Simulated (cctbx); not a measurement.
# Resonant diffraction in In4BiRh

Space group Pmma (no. 51), a = 8.7560 Å, b = 4.2390 Å, c = 7.4680 Å, α = 90.00°, β = 90.00°, γ = 90.00°.

```
atom  mult.       x    y       z  Ueq (Å²)
 Bi1      2     3/4    0  0.5992    0.0048
 In1      2     1/2    0       0    0.0061
 In2      2     1/4  1/2  0.0769    0.0067
 In3      4  0.0641  1/2  0.6870    0.0065
 Rh1      2     3/4    0  0.2004    0.0128
```

The model was made for the exercise: a known structure type with other elements put in, its volume estimated, not relaxed; displacement parameters are assumed.

Calculated with cctbx: free-atom f′ and f″ from the Sasaki tables, no fine structure; amplitudes in electrons.

```csv
E (eV),F 2 0 1,F 1 0 2,F 2 1 1,F 2 0 0
27340,63.3,75.2,270.1,116.6
27690,63.9,77.4,266.4,118.9
27820,64.5,79.3,263.2,120.8
27880,65.0,81.0,260.1,122.5
27910,65.5,82.7,257.1,124.3
27925,66.0,84.4,254.2,126.0
27932,66.5,85.9,251.5,127.5
27936,66.9,87.3,249.0,128.9
27944,67.6,89.4,245.3,131.0
27948,66.7,86.7,249.9,128.4
27955,66.0,84.4,254.0,126.0
27970,65.4,82.3,257.5,123.9
28000,64.8,80.4,260.9,122.0
28090,64.0,77.9,265.2,119.5
28340,63.2,75.3,269.9,116.9
```

**Question.** Which edge is crossed, and why do the reflections move as they do?

The K edge of In. The edge is at 27940 eV. f′ of In falls from -4.8 e at 27820 eV to -7.8 e at 4 eV below it, and f″ steps from 0.56 to 3.58 e across it. Over that approach |F| changes by +4 % (2 0 1), +10 % (1 0 2), -5 % (2 1 1) and +7 % (2 0 0): a reflection falls where In scatters in phase with the total and rises where it scatters against it; it hardly moves where the In term is small or cancels by symmetry. Above the edge the larger f″ enters the imaginary part, where it can add to or cancel the other atoms' f″. The structure is centrosymmetric, so Friedel mates stay equal.

[Logs are printed without paths, hosts, clocks, repeated set-up lines and the standing remarks that a program may print on its own settings, such as how far it seeks lower states.]
